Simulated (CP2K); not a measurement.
Consider 2-fluorofuran at its PBE geometry (Å).

```xyz
9

F     2.4272   -0.6943    0.0849
C     1.1411   -0.3348    0.0390
C     0.5369    0.8840   -0.0125
C    -0.8714    0.5864   -0.0399
C    -0.9980   -0.7703   -0.0043
O     0.2580   -1.3657    0.0440
H     1.0241    1.8505   -0.0275
H    -1.6849    1.3024   -0.0805
H    -1.8331   -1.4581   -0.0031
```

Method: CP2K XAS_TDP, all-electron GAPW, PBEh(45%), aug-cc-pVDZ, TDA, no relativity.

Where do the O K-edge lines lie, and how strong are they?

Leading lines: O6 531.18 eV. The leading line of an atom is its first one with 35 % of the strongest within 2.5 eV of its lowest line over the strength cut. 

The first six lines of each atom with a strength over 0.0015:

| atom | energy (eV) | states | strength, one atom |
| --- | --- | --- | --- |
| O6 (bonded to 2 C) | 531.18 | 1 | 0.0277 |
|  | 533.63 | 1 | 0.0020 |
|  | 534.22 | 1 | 0.0065 |
|  | 534.67 | 1 | 0.0037 |
|  | 534.87 | 1 | 0.0321 |
|  | 535.45 | 1 | 0.0212 |

Lines are vertical, at one geometry, with no vibrational structure. Without a correction of the core level, line positions, and the gaps between valence and Rydberg lines, follow the share of exact exchange. At this level such K lines come out 3 to 6 eV under measured ones. These values hold no scalar relativity, about 0.4 eV for O 1s. Rydberg lines, and the discretised continuum above threshold, depend on the basis and the box.

[Banner, clock and machine lines of the logs are left out without a mark of their own.]

[Logs are printed without paths, hosts, clocks, repeated set-up lines and the standing remarks that a program may print on its own settings, such as how far it seeks lower states.]

[Hosts, paths, dates, database ids (printed as entryN), source tags and the programs' standing remarks are cut or masked in the printed files.]
